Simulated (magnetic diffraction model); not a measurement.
# Magnetic neutron pattern of Cs₃Yb₂F₉

Space group P6_3/mmc (no. 194), a = 6.4670 Å, c = 16.3040 Å.

| site | atom | x | y | z |
| --- | --- | --- | --- | --- |
| 4f | Yb | 1/3 | 2/3 | 0.8461 |
| 4f | Cs | 2/3 | 1/3 | 0.9283 |
| 2b | Cs | 0 | 0 | 3/4 |
| 6h | F | 1/2 | 0 | 3/4 |
| 12k | F | 0.6830 | 0.8415 | 0.9143 |

This is a made-up structure (elements placed in a structure type, unrelaxed), so the numbers test the method and describe no known phase.

Only Yb is taken to order (form factors of Yb3+); orders and moment sizes are assumed, and not adapted to the symmetry. Radiation: neutrons of λ = 4.2 Å, 8° to 100°; isotropic B of 0.56 Å² (Yb), 0.64 Å² (Cs) and 0.96 Å² (F). The intensities are simulated: I ∝ L Σ (|F_N|² + |F_M⊥|²) for unpolarised neutrons, with F_M = 2.695 fm/μB × Σ f(s) S exp(2πi Q·r) exp(−B s²) at Q = H ± k (one set where k and −k are equivalent), only the part normal to Q counting and L = 1/(sin²θ cos θ). For collinear order S is the moment m, which repeats by lattice and centring translations R with the sign exp(−2πi k·R). Form factors are spin-only for 3d ions and dipole or tabulated for f ions, scattering lengths are Sears's of 1992, and absorption is left out. A label names one of the reflections at its angle. The strongest nuclear line in the range is 100, and lines under 0.2 are left out.

Assume the order k = (0 0 0), collinear moments along [120], 0.93 μB on Yb; signs + at (1/3, 2/3, 0.8461), − at (2/3, 1/3, 0.3461), + at (1/3, 2/3, 0.6539), − at (2/3, 1/3, 0.1539).

Q: Where does magnetic intensity appear, and how strong is it?

```tsv
2θ (°)	index	nuclear	magnetic
14.80	(0 0 1)	0.0	7.6
29.86	(0 0 2)	8.2	0.0
44.04	(1 0 0)	18.4	1.5
46.72	(1 0 1)	100.0	0.7
54.12	(1 0 2)	5.7	0.3
62.02	(0 0 4)	9.7	0.0
65.15	(1 0 3)	3.8	0.0
79.17	(1 0 4)	5.3	1.0
80.18	(0 0 5)	0.0	0.5
81.00	(1 1 0)	40.9	0.0
82.92	(1 1 1)	0.0	1.0
88.64	(1 1 2)	6.3	0.0
96.36	(1 0 5)	72.3	0.5
97.17	(2 0 0)	8.7	0.4
99.09	(2 0 1)	0.1	0.2
```

The strongest magnetic line in the range is (0 0 1) at 14.80° (7.6). On top of the Lorentz factor, which all lines share, magnetic lines fade with angle because f falls: for Yb3+ it is 0.97, 0.88, 0.76 and 0.51 at sin θ/λ = 0.1, 0.2, 0.3 and 0.5 Å⁻¹, while nuclear lengths stay constant. The order has no net moment.

[Logs are printed without paths, hosts, clocks, repeated set-up lines and the standing remarks that a program may print on its own settings, such as how far it seeks lower states.]
